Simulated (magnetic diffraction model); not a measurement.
# TbNO4: what an assumed order does to the neutron pattern

Space group Pnma (no. 62), a = 7.1290 Å, b = 5.4850 Å, c = 9.2930 Å.

| site | atom | x | y | z |
| --- | --- | --- | --- | --- |
| 4c | Tb | 0.8154 | 3/4 | 0.8420 |
| 4c | O | 0.5274 | 3/4 | 0.8336 |
| 4c | O | 0.7112 | 3/4 | 0.2897 |
| 8d | O | 0.1681 | 0.4567 | 0.8939 |
| 4c | N | 0.7880 | 3/4 | 0.1628 |

This is a made-up structure (elements placed in a structure type, unrelaxed), so the numbers test the method and describe no known phase.

Only Tb is taken to order (form factors of Tb3+); orders and moment sizes are assumed, and not adapted to the symmetry. Radiation: neutrons of λ = 4.2 Å, 5° to 100°; isotropic B of 0.23 Å² (Tb), 0.46 Å² (O) and 0.38 Å² (N). Simulated constant-wavelength pattern: nuclear and magnetic terms add, the magnetic one as |2.695 fm × Σ f S⊥ exp(2πi Q·r) exp(−B s²)|², summed over all Q at one angle with the factor 1/(sin²θ cos θ). For collinear order S is the moment m, which repeats by lattice and centring translations R with the sign exp(−2πi k·R). Free-ion form factors, Sears's scattering lengths of 1992, no absorption; a label names one of the reflections at its angle. The strongest nuclear line in the range is 100, and lines under 0.2 are left out.

Assume the order k = (0 0 0), collinear moments along [001], 8.8 μB on Tb; signs + at (0.8154, 3/4, 0.8420), − at (0.3154, 3/4, 0.6580), + at (0.1846, 1/4, 0.1580), − at (0.6846, 1/4, 0.3420).

Predict the pattern, nuclear and magnetic parts apart.

```
2θ (°)    index  nuclear  magnetic
 34.26  (1 0 0)      0.0      52.7
 43.59  (1 0 1)     17.9     154.0
 52.79  (0 1 1)     10.8       0.0
 53.74  (0 0 2)     43.7       0.0
 57.77  (1 1 0)      0.0     206.3
 64.46  (1 1 1)     79.1      37.1
 65.30  (1 0 2)     27.4       1.5
 72.19  (2 0 0)     65.1       0.0
 72.64  (0 1 2)      0.0      57.9
 78.25  (2 0 1)      6.1      17.8
 82.83  (1 1 2)     24.9      19.7
 89.28  (2 1 0)     17.1       0.0
 95.13  (2 1 1)    100.0      33.0
 95.32  (1 0 3)      2.1       0.4
 95.89  (2 0 2)     10.5      31.9
 99.94  (0 2 0)     45.2       0.0
```

The strongest magnetic line in the range is (1 1 0) at 57.77° (206.3). On top of the Lorentz factor, which all lines share, magnetic lines fade with angle because f falls: for Tb3+ it is 0.95, 0.82, 0.66 and 0.36 at sin θ/λ = 0.1, 0.2, 0.3 and 0.5 Å⁻¹, while nuclear lengths stay constant. The order has no net moment.

[Logs are printed without paths, hosts, clocks, repeated set-up lines and the standing remarks that a program may print on its own settings, such as how far it seeks lower states.]
